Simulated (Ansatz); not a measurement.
# (InP)1(MgS)2 [001] superlattice, started as zinc blende: the cell at rest

Task: relax (InP)1(MgS)2 [001] superlattice, started as zinc blende tightly.

Program: Ansatz 0.2.0. Level of theory: DFT PBE, scalar-relativistic, plane waves, PAW. Results are calculated unless marked as measured.

The structure was built from a prototype and need not be the compound's stable phase.

## 1. The starting structure

It takes space group Imm2 (No. 44, orthorhombic). The conventional cell has a = 4.033 Å, b = 4.033 Å, c = 17.110 Å, α = 90.00°, β = 90.00°, γ = 90.00°. In has 2 S at 2.47 Å and 2 P at 2.47 Å nearest. Nearest to Mg lie 2 P at 2.47 Å and 2 S at 2.47 Å. Nearest to Mg lie 4 S at 2.47 Å. Nearest to P lie 2 Mg at 2.47 Å and 2 In at 2.47 Å. S has 4 Mg at 2.47 Å nearest. S has 2 Mg at 2.47 Å and 2 In at 2.47 Å nearest. Farther neighbours and most contacts between anions are not listed.

## 2. Probe on a coarse mesh

First a cheap look: the gap decides the mesh and the occupations, the pressure tells how far the cell has to move.

input.yaml reads:

```yaml
crystal:
  lattice:
    - [2.85167, 2.85167, 0.0]
    - [-2.85167, 2.85167, 0.0]
    - [2.85167, 0.0, 8.555]
  atoms:
    - { symbol: In, position: [0.0, 0.0, 0.0] }
    - { symbol: Mg, position: [0.333333, 0.666667, 0.333333] }
    - { symbol: Mg, position: [0.666667, 0.333333, 0.666667] }
    - { symbol: P, position: [0.416667, 0.083333, 0.166667] }
    - { symbol: S, position: [0.75, 0.75, 0.5] }
    - { symbol: S, position: [0.083333, 0.416667, 0.833333] }
kpoints:
  mp_grid: { grid: [6, 6, 6] }
hamiltonian:
  xc: pbe
scf:
  occupations: { method: gaussian, width: 0.1 }
output:
  forces: true
  stress: true
  eigenvalues: true
```

Command:

```bash
> ansatz run input.yaml --threads 8 --pin off --max-ram 14336MiB --backend cpu --events-out ev --progress --plain --runs-dir out
```

Numbers of over 12 decimals in the logs are rounded to 6 here.

Log:

```text
[...]
k-point 0: bands = [... 21 lower, 3.5697, 4.6301, 5.1904, 5.5384, 6.7777, 8.1642, 8.8529, 8.9925, ... 1 higher]
  k-point 1: bands = [... 21 lower, 3.5897, 4.4072, 5.1705, 5.5187, 6.9666, 8.0713, 8.9551, 9.0514, ... 1 higher]
  k-point 2: bands = [... 21 lower, 3.6303, 3.9502, 5.1297, 5.4787, 7.2307, 8.0854, 8.9005, 9.3137, ... 1 higher]
  k-point 45: bands = [... 21 lower, 2.7109, 2.9376, 3.7876, 3.8469, 7.9078, 8.3663, 8.5754, 9.6148, ... 1 higher]
[key lines of the parts left out:]
SCF converged after 6 iterations
Free energy (F): -12010.546700 eV
Fermi energy:    6.306189 eV
P = ⅓ Tr σ = 4.0552 GPa (40.552 kbar)
```

The job ended after 3 s (8 threads of Arm Neoverse V1, shared host; peak memory 0.57 GiB).

This step gave:

- pressure: 4.055 GPa
- gap on the k-mesh: 0.9613 eV
- volume per atom: 23.19 Å³
- direct gap on mesh: 1.239 eV

The coarse mesh shows a gap of 0.96 eV and a pressure of 4.1 GPa.

## 3. Coarse relaxation

The start is far from rest, so a relaxation with loose tolerances brings it close first.

input.yaml: that of step 2 with these lines changed.

```diff
@@ -22 +22,6 @@
   eigenvalues: true
+relax:
+  adjacent_minimum: "off"
+  f_tol: 0.05
+  max_steps: 80
+  cell: { stress_tol: 0.5 }
```

Log:

```text
[...]
Crystal: 6 atoms, lattice volume = 139.139 Å³
Basis set: ecut = 420 eV, 2705 PW (Γ), exchange–correlation on 54×54×128 points (8 copies of the dense FFT grid, shifted against one another)
Bands: 31, of which v1, the nominal top of the filled ones, is band 25 counted from 1 (24 counted from 0)
Symmetry: 4 space group operations
[...]
- [2.923834, 2.923834, 0]
    - [-2.936334, 2.936334, 0]
    - [2.930084, -0.00624987, 8.594475]
  atoms:
    - { symbol: In, position: [-0.00459599, 0.00459599, 0.00919198] }
    - { symbol: Mg, position: [0.331254, 0.668746, 0.337492] }
    - { symbol: Mg, position: [0.671348, 0.328652, 0.657303] }
    - { symbol: P, position: [0.414340, 0.085660, 0.171320] }
    - { symbol: S, position: [0.747914, 0.752086, 0.504172] }
    - { symbol: S, position: [0.089739, 0.410261, 0.820521] }
[key lines of the parts left out:]
SCF converged after 4 iterations
Free energy (F): -12010.791072 eV
Fermi energy:    5.492943 eV
P = ⅓ Tr σ = 0.0270 GPa (0.270 kbar)
```

Elapsed: 13 s, on 8 threads; peak memory 0.65 GiB.

The steps of the relaxation:

```
step  energy less that of the first step (eV)  largest force component (eV/Å)  pressure (GPa)  volume (Å³)
   1                                   0.0000                          1.2971            4.06       139.14
   2                                  -0.2385                          0.1502            0.24       146.93
   3                                  -0.2434                          0.0235            0.03       147.57
  4*                                  -0.2444                          0.0231            0.03       147.57
```

Relaxation steps marked * repeat the geometry before them on a plane-wave basis chosen anew for their cell, so energy and pressure can jump there.

The run keeps the 4 symmetry operations that it works with, so distortions that break them were not tested.

```
conventional cell, symmetrised  before   after  change
                         a (Å)   4.033   4.135  +2.5 %
                         b (Å)   4.033   4.153  +3.0 %
                         c (Å)  17.110  17.189  +0.5 %
              volume (Å³/atom)   23.19   24.60  +6.1 %
```

The atoms that moved most (Å, as changes of fractional coordinates times the final cell):

```
atom     dx     dy      dz  length
  S6  0.000  0.000  -0.110   0.110
 Mg3  0.000  0.000  -0.080   0.080
 In1  0.000  0.000   0.079   0.079
  P4  0.000  0.000   0.040   0.040
  S5  0.000  0.000   0.036   0.036
 Mg2  0.000  0.000   0.036   0.036
```

The relaxed structure:

```xyz
6
Lattice="2.9238 2.9238 0.0000 -2.9363 2.9363 0.0000 2.9301 -0.0062 8.5945" Properties=species:S:1:pos:R:3 pbc="T T T"
In    0.0000    0.0000    0.0790
Mg   -0.0062    2.9301    2.9006
Mg    2.9238    2.9238    5.6492
P     1.4619    1.4619    1.4724
S     1.4557    4.3920    4.3331
S     1.4619    1.4619    7.0519
```

Numbers from this step:

| Quantity | Value |
| --- | --- |
| pressure | 0.02698 GPa |
| gap on the k-mesh | 1.115 eV |
| volume per atom | 24.60 Å³ |
| direct gap on mesh | 1.365 eV |

In this step the volume went from 23.19 to 24.60 Å³/atom.

## 4. Bringing the structure to rest

Harmonic phonons are second derivatives at a point where the forces vanish, and they are wanted at zero stress, so atoms and cell are relaxed first.

input.yaml reads:

```yaml
crystal:
  lattice:
    - [2.9238340284, 2.9238340284, 0.0]
    - [-2.9363337773, 2.9363337773, 0.0]
    - [2.9300839028, -0.0062498744, 8.5944754961]
  atoms:
    - { symbol: In, position: [-0.0045959876, 0.0045959876, 0.0091919751] }
    - { symbol: Mg, position: [0.3312538755, 0.6687461245, 0.3374922489] }
    - { symbol: Mg, position: [0.6713483713, 0.3286516287, 0.6573032573] }
    - { symbol: P, position: [0.4143400615, 0.0856599385, 0.171319877] }
    - { symbol: S, position: [0.7479142425, 0.7520857575, 0.5041715151] }
    - { symbol: S, position: [0.0897394367, 0.4102605633, 0.8205211265] }
kpoints:
  mp_grid: { grid: [6, 6, 6] }
hamiltonian:
  xc: pbe
scf:
  occupations: { method: gaussian, width: 0.02 }
output:
  forces: true
  stress: true
  eigenvalues: true
  write_density: true
  write_potential: true
  elf: true
  volumetric_format: npy
relax:
  adjacent_minimum: "off"
  f_tol: 0.005
  max_steps: 80
  cell: { stress_tol: 0.05 }
```

Log:

```text
[...]
Crystal: 6 atoms, lattice volume = 147.573 Å³
Basis set: ecut = 420 eV, 2857 PW (Γ), exchange–correlation on 60×60×128 points (8 copies of the dense FFT grid, shifted against one another)
Bands: 31, of which v1, the nominal top of the filled ones, is band 25 counted from 1 (24 counted from 0)
Symmetry: 4 space group operations
[...]
k-points: 46 of 216 (time reversal used)
[...]
SCF iter   1: F=—  HF=-12010.794154 eV  |F-HF|=—  |Δ(HF+E_count)|=         —  Δρ=8.78e-4  dr2=1.92e-3  ethr=1.77e-3  ⟨swp⟩=7.6  Hψ=7034  notcnv=0
[...]
SCF iter   6: F=-12010.791072 eV  HF=-12010.791072 eV  |F-HF|=2.10e-8  |Δ(HF+E_count)|=   4.03e-7  Δρ=5.37e-6  dr2=5.95e-8  ethr=2.00e-10  ⟨swp⟩=15.0  Hψ=13540  notcnv=0
SCF 1 converged in 6 iterations: F = -12010.791072 eV  dr2 = 5.95e-8
  Residual-converged pass: ⟨swp⟩=1.1  Hψ=1620  notcnv=0  max |occ|·‖R‖ = 7.1e-9 eV (tolerance 1.0e-8 eV)  dr2=5.95e-8  dr2_onsite=5.33e-9  max |Δocc| = 0.0e0
[...]
relax step   1: F+E_penalty+E_count = -12010.79107167 eV  Δ(F+E_penalty+E_count) = +0.000e0 eV  max|allowed force component| = 2.306e-2 eV/Å  Δτ_max = 0.0000 Å  P = +0.027 GPa  Ω = 147.573 Å³  (6 SCF iters, dr2 threshold 1.00e-7 eV, accepted)
Crystal: 6 atoms, lattice volume = 147.611 Å³
Basis set: ecut = 420 eV, 2873 PW (Γ), exchange–correlation on 60×60×128 points (8 copies of the dense FFT grid, shifted against one another)
[...]
SCF iter   5: F=-12010.791311 eV  HF=-12010.791311 eV  |F-HF|=2.56e-9  |Δ(HF+E_count)|=   1.50e-8  Δρ=1.88e-6  dr2=5.46e-9  ethr=6.65e-11  ⟨swp⟩=9.7  Hψ=9444  notcnv=0
SCF 2 converged in 5 iterations: F = -12010.791311 eV  dr2 = 5.46e-9
relax step   2: F+E_penalty+E_count = -12010.79131135 eV  Δ(F+E_penalty+E_count) = -2.397e-4 eV  max|allowed force component| = 8.241e-3 eV/Å  Δτ_max = 0.0023 Å  P = +0.000 GPa  Ω = 147.611 Å³  energy of the carried Pulay correction = -3.714e-6 eV  (5 SCF iters, dr2 threshold 3.32e-8 eV, accepted)
Crystal: 6 atoms, lattice volume = 147.617 Å³
Basis set: ecut = 420 eV, 2865 PW (Γ), exchange–correlation on 60×60×128 points (8 copies of the dense FFT grid, shifted against one another)
[...]
SCF iter   6: F=-12010.791377 eV  HF=-12010.791377 eV  |F-HF|=2.49e-10  |Δ(HF+E_count)|=   1.54e-9  Δρ=3.37e-7  dr2=2.32e-10  ethr=8.49e-12  ⟨swp⟩=7.8  Hψ=7430  notcnv=0
SCF 3 converged in 6 iterations: F = -12010.791377 eV  dr2 = 2.32e-10
relax step   3: F+E_penalty+E_count = -12010.79137737 eV  Δ(F+E_penalty+E_count) = -6.601e-5 eV  max|allowed force component| = 5.414e-3 eV/Å  Δτ_max = 0.0018 Å  P = -0.010 GPa  Ω = 147.617 Å³  energy of the carried Pulay correction = -4.255e-6 eV  (6 SCF iters, dr2 threshold 4.24e-9 eV, accepted)
[...]
relax step   4: F+E_penalty+E_count = -12010.79138390 eV  Δ(F+E_penalty+E_count) = -6.534e-6 eV  max|allowed force component| = 9.137e-4 eV/Å  Δτ_max = 0.0007 Å  P = -0.000 GPa  Ω = 147.591 Å³  energy of the carried Pulay correction = -1.727e-6 eV  (5 SCF iters, dr2 threshold 1.83e-9 eV, accepted)
[...]
SCF iter   1: F=—  HF=-12010.791501 eV  |F-HF|=—  |Δ(HF+E_count)|=         —  Δρ=6.57e-6  dr2=6.45e-9  ethr=3.41e-7  ⟨swp⟩=3.4  Hψ=11038  notcnv=0
eigensolver tolerance schedule: the retry pair's looser diagonalisation over-reported the residual by 26454.08 of it (diagonalisation noise at an unbounded share of the residual, at the tolerance the schedule requests for it); recorded, not acted on — ethr = c·dr2/N_el stays at c = 1.0e-1
[...]
SCF iter   2: F=—  HF=-12010.791384 eV  |F-HF|=—  |Δ(HF+E_count)|=   1.17e-4  Δρ=3.36e-6  dr2=1.96e-9  ethr=1.29e-11  ⟨swp⟩=4.0  Hψ=3883  notcnv=0
[...]
SCF iter   4: F=-12010.791384 eV  HF=-12010.791384 eV  |F-HF|=9.09e-12  |Δ(HF+E_count)|=   1.15e-7  Δρ=9.91e-8  dr2=1.79e-11  ethr=1.00e-12  ⟨swp⟩=5.8  Hψ=8591  notcnv=0
SCF 5 converged in 4 iterations: F = -12010.791384 eV  dr2 = 1.79e-11
relax step   5: F+E_penalty+E_count = -12010.79138447 eV  Δ(F+E_penalty+E_count) = -5.734e-7 eV  max|allowed force component| = 9.146e-4 eV/Å  Δτ_max = 0.0000 Å  P = -0.000 GPa  Ω = 147.591 Å³  stress off target by 1.78e-3 GPa  SCF on the basis re-selected at this cell (its energy is not comparable with the rows above)  (4 SCF iters)
[...]
SCF converged after 4 iterations
Free energy (F): -12010.791384 eV
[...]
Internal energy: -12010.791384 eV  (E = F + TS)
E sigma→0 (E₀):  -12010.791384 eV
Fermi energy:    5.469140 eV
[...]
--- Forces (eV/Å), atoms counted from 1 ---
  atom   1  In    -0.00000000     0.00000000     0.00091408
  atom   2  Mg     0.00000000    -0.00000000    -0.00037772
  atom   3  Mg     0.00000000    -0.00000000    -0.00002994
  atom   4  P     -0.00000000     0.00000000     0.00018721
  atom   5  S     -0.00000000     0.00000000     0.00009797
  atom   6  S      0.00000000    -0.00000000    -0.00079474
  max |Σ_I F_I| component: 3.13e-6 eV/Å
--- Stress (GPa, compression-positive) ---
       -0.000580      -0.001201       0.000000
       -0.001201      -0.000580      -0.000000
        0.000000      -0.000000       0.000608
  P = ⅓ Tr σ = -0.0002 GPa (-0.002 kbar)
--- Band table (eV; the first three rows and the last of 46) ---
  k-point 0: bands = [... 21 lower, 2.9597, 4.0184, 4.3055, 4.6631, 6.0340, 7.5722, 8.1897, 8.4658, ... 2 higher]
  k-point 1: bands = [... 21 lower, 2.9954, 3.7934, 4.2809, 4.6399, 6.2708, 7.4197, 8.2673, 8.5332, ... 2 higher]
  k-point 2: bands = [... 21 lower, 3.0657, 3.3419, 4.2290, 4.5923, 6.7119, 7.2401, 8.2139, 8.7183, ... 2 higher]
  k-point 45: bands = [... 21 lower, 2.2598, 2.4794, 3.2136, 3.2251, 7.2293, 7.6136, 7.9169, 9.1641, ... 2 higher]
--- Relaxed structure (4 steps of the walk, 4 accepted, 1 SCFs on fresh bases) ---
[...]
cell:  # Å, volume = 147.5908 Å³
    - [2.928402, 2.928402, 4.572412078972925e-19]
    - [-2.943661, 2.943661, -1.7125319119138002e-11]
    - [2.936032, -0.0076292, 8.560728]
  atoms:
    - { symbol: In, position: [-0.0044755, 0.0044755, 0.008951] }
    - { symbol: Mg, position: [0.331231, 0.668769, 0.337537] }
    - { symbol: Mg, position: [0.671305, 0.328695, 0.657390] }
    - { symbol: P, position: [0.414172, 0.085828, 0.171656] }
    - { symbol: S, position: [0.747900, 0.752100, 0.504201] }
    - { symbol: S, position: [0.089867, 0.410133, 0.820265] }
```

Wall time 18 s (8 threads); peak memory 0.67 GiB; 2.2 min of CPU time.

Relaxation path:

```
step  energy less that of the first step (eV)  largest force component (eV/Å)  pressure (GPa)  volume (Å³)
   1                                   0.0000                          0.0231            0.03       147.57
   2                                  -0.0002                          0.0082            0.00       147.61
   3                                  -0.0003                          0.0054           -0.01       147.62
   4                                  -0.0003                          0.0009            0.00       147.59
  5*                                  -0.0003                          0.0009            0.00       147.59
```

Relaxation steps marked * repeat the geometry before them on a plane-wave basis chosen anew for their cell, so energy and pressure can jump there.

The run keeps the 4 symmetry operations that it works with, so distortions that break them were not tested.

```
conventional cell, symmetrised  before   after  change
                         a (Å)   4.135   4.141  +0.2 %
                         b (Å)   4.153   4.163  +0.2 %
                         c (Å)  17.189  17.121  -0.4 %
              volume (Å³/atom)   24.60   24.60  +0.0 %
```

This step gave:

* pressure: -1.84e-4 GPa
* gap on the k-mesh: 1.130 eV
* direct gap on mesh: 1.371 eV

Valence density in the ac plane of the conventional cell at fractional y = 0.000, with atoms of In and Mg and P and S within 0.2 Å of it. It is the smooth field of the valence electrons, not physical close to the nuclei.

Values in e/Å³, 24 rows by 14 columns, each cell a mean:
```
 5  3  1  0  0  0  0  0  0  0  0  1  2  4
 0  0  0  0  0  0  0  0  0  0  0  0  0  0
 0  0  0  0  0  0  0  0  0  0  0  0  0  0
 0  0  0  0  0  0  0  0  0  0  0  0  0  0
 0  0  0  0  0  0  1  1  1  0  0  0  0  0
 0  0  0  0  1  1  1  1  1  1  1  0  0  0
 0  0  0  0  1  1  1  1  1  1  1  0  0  0
18  7  1  0  0  0  0  0  0  0  0  0  3 13
 8  3  0  0  0  0  0  0  0  0  0  0  1  6
 0  0  0  0  0  0  0  0  0  0  0  0  0  0
 0  0  0  0  0  0  0  0  0  0  0  0  0  0
 0  0  0  0  0  0  0  0  0  0  0  0  0  0
 0  0  0  0  0  0  0  0  0  0  0  0  0  0
 0  0  0  0  1  1  1  1  1  1  0  0  0  0
 0  0  0  0  1  1  1  1  1  1  1  0  0  0
13  5  1  0  0  0  0  1  0  0  0  0  2  9
13  5  1  0  0  0  0  0  0  0  0  0  2  9
 0  0  0  0  0  0  0  0  0  0  0  0  0  0
 0  0  0  0  0  0  0  0  0  0  0  0  0  0
 0  0  0  0  0  0  0  0  0  0  0  0  0  0
 0  0  0  0  0  0  0  0  0  0  0  0  0  0
 0  0  0  0  1  1  0  0  0  1  0  0  0  0
 1  1  1  0  1  1  1  0  1  1  1  0  1  1
10  6  2  1  0  0  0  0  0  0  0  1  4  8
```
Columns run along a (4.1 Å), rows up along c (17.1 Å), edges of the conventional cell, whose origin can differ from the input's. Atoms in or near the plane, at fractional coordinates: In at (0.00, 0.00), Mg at (0.00, 0.67), Mg at (0.00, 0.33), P at (0.50, 0.09), S at (0.50, 0.75), S at (0.50, 0.41).

ELF in the ac plane of the conventional cell at fractional y = 0.000, with atoms of In and Mg and P and S within 0.2 Å of it. It is the smooth field of the valence electrons, not physical close to the nuclei.

Ten even steps from '0' (0.01) to '9' (0.90), each cell a mean:
```
11222222222221
11110000001111
00000000000000
00001344421000
00257899886410
02689742589741
11489976899621
33226888874133
32100111110023
10000000000001
00000000000000
00000111100000
00135778764200
02589854688741
01599854799731
33237998985123
33101233320023
00000000000000
00000000000000
00002455431000
00247899876310
12477521377631
22368743688422
00125777763210
```
Columns run along a (4.1 Å), rows up along c (17.1 Å), edges of the conventional cell, whose origin can differ from the input's. Atoms in or near the plane, at fractional coordinates: In at (0.00, 0.00), Mg at (0.00, 0.67), Mg at (0.00, 0.33), P at (0.50, 0.09), S at (0.50, 0.75), S at (0.50, 0.41).

Electrostatic potential energy in the ac plane of the conventional cell at fractional y = 0.000, with atoms of In and Mg and P and S within 0.2 Å of it. With pseudopotentials it is smooth inside the atoms' cores, unlike the true potential.

Ten even steps from '_' (-49 eV) to '@' (10 eV), each cell a mean:
```
::--++##@@@@@@@@@@@@%%**==::
%%%%@@@@@@@@@@@@@@@@@@@@%%%%
@@@@@@@@@@@@@@@@@@@@@@@@@@@@
@@@@@@@@@@@@@@@@@@@@@@@@@@@@
@@@@@@@@@@%%####%%@@@@@@@@@@
@@@@@@@@##--------++%%@@@@@@
##%%%%%%##++======**%%%%%%##
__..++%%@@@@@@@@@@@@%%##--__
::--**%%@@@@@@@@@@@@@@%%++::
%%@@@@@@@@@@@@@@@@@@@@@@@@@@
@@@@@@@@@@@@@@@@@@@@@@@@@@@@
@@@@@@@@@@@@@@@@@@@@@@@@@@@@
@@@@@@@@@@@@%%%%%%@@@@@@@@@@
@@@@@@@@##==------++%%@@@@@@
%%%%%%%%##==------++%%@@%%%%
..::**%%%%%%%%%%%%%%%%##==..
..::**%%@@@@@@@@@@@@%%##==..
%%%%%%@@@@@@@@@@@@@@@@@@%%%%
@@@@@@@@@@@@@@@@@@@@@@@@@@@@
@@@@@@@@@@@@@@@@@@@@@@@@@@@@
@@@@@@@@@@%%######%%@@@@@@@@
@@@@@@%%**::______==%%@@@@@@
++**##%%##==....::**%%%%##**
..::--**%%@@%%%%@@@@%%++::..
```
Columns run along a (4.1 Å; values clipped at the 3rd and 97th percentile), rows up along c (17.1 Å), edges of the conventional cell, whose origin can differ from the input's. Atoms in or near the plane, at fractional coordinates: In at (0.00, 0.00), Mg at (0.00, 0.67), Mg at (0.00, 0.33), P at (0.50, 0.09), S at (0.50, 0.75), S at (0.50, 0.41).

In this step the volume went from 24.60 to 24.60 Å³/atom.

## 5. Relaxing to small forces for the phonons

Phonons need a cell at rest on their own settings, so the relaxation is repeated with tight tolerances on forces and stress, using the mesh and the filling of the phonon run that follows.

input.yaml reads:

```yaml
crystal:
  lattice:
    - [2.9284024404, 2.9284024404, 0.0]
    - [-2.9436608327, 2.9436608327, 0.0]
    - [2.9360316365, -0.0076291961, 8.5607282374]
  atoms:
    - { symbol: In, position: [-0.0044754983, 0.0044754983, 0.0089509965] }
    - { symbol: Mg, position: [0.3312313232, 0.6687686768, 0.3375373536] }
    - { symbol: Mg, position: [0.6713051386, 0.3286948614, 0.6573897229] }
    - { symbol: P, position: [0.4141721527, 0.0858278473, 0.1716556947] }
    - { symbol: S, position: [0.7478995834, 0.7521004166, 0.5042008332] }
    - { symbol: S, position: [0.0898673005, 0.4101326995, 0.820265399] }
kpoints:
  mp_grid: { grid: [8, 8, 8] }
hamiltonian:
  xc: pbe
scf:
  occupations: { method: fixed }
output:
  forces: true
  stress: true
  eigenvalues: true
relax:
  adjacent_minimum: "off"
  f_tol: 0.001
  max_steps: 60
  cell: { stress_tol: 0.01 }
```

Log:

```text
[...]
Crystal: 6 atoms, lattice volume = 147.591 Å³
Basis set: ecut = 420 eV, 2865 PW (Γ), exchange–correlation on 60×60×128 points (8 copies of the dense FFT grid, shifted against one another)
Bands: 31, of which v1, the nominal top of the filled ones, is band 25 counted from 1 (24 counted from 0)
Symmetry: 4 space group operations
[...]
- [-2.943325, 2.943325, -1.7190820162232697e-11]
    - [2.935600, -0.00772576, 8.563057]
  atoms:
    - { symbol: In, position: [-0.00446409, 0.00446409, 0.00892818] }
    - { symbol: Mg, position: [0.331223, 0.668777, 0.337554] }
    - { symbol: Mg, position: [0.671305, 0.328695, 0.657389] }
    - { symbol: P, position: [0.414178, 0.085822, 0.171643] }
    - { symbol: S, position: [0.747888, 0.752112, 0.504223] }
    - { symbol: S, position: [0.089869, 0.410131, 0.820263] }
[key lines of the parts left out:]
SCF converged after 6 iterations
Free energy (F): -12010.794451 eV
Fermi energy:    4.903634 eV
P = ⅓ Tr σ = -0.0004 GPa (-0.004 kbar)
```

The job ended after 20 s (8 threads; peak memory 0.79 GiB).

Little changed from the start: no atom moved by 0.005 Å and no cell edge by 0.1 %.

This step gave:

```yaml
pressure: -4.01e-4 GPa
```

The largest force component left is 0.76 meV/Å and the pressure is 0.000 GPa, within the tolerances set. The cell now holds 24.60 Å³/atom.

## 6. Summary of results

```yaml
space_group_after_relaxation_within_0p01_a: Imm2
lattice_constant_a: 4.141 Å
lattice_constant_b: 4.162 Å
lattice_constant_c: 17.126 Å
volume_per_atom: 24.6 Å³
gap_on_the_k_mesh: 1.13 eV
```

**Reading.** The largest force component left is 0.76 meV/Å and the pressure is 0.000 GPa, within the tolerances set. The cell now holds 24.60 Å³/atom. The relaxation keeps the symmetry of its start, so it says nothing on stability against lower symmetry. The starting cell was built on a prototype and not taken from a measurement, so the phase need not exist.

[Logs are printed without paths, hosts, clocks, repeated set-up lines and the standing remarks that a program may print on its own settings, such as how far it seeks lower states.]

[Hosts, paths, dates, database ids (printed as entryN), source tags and the programs' standing remarks are cut or masked in the printed files.]
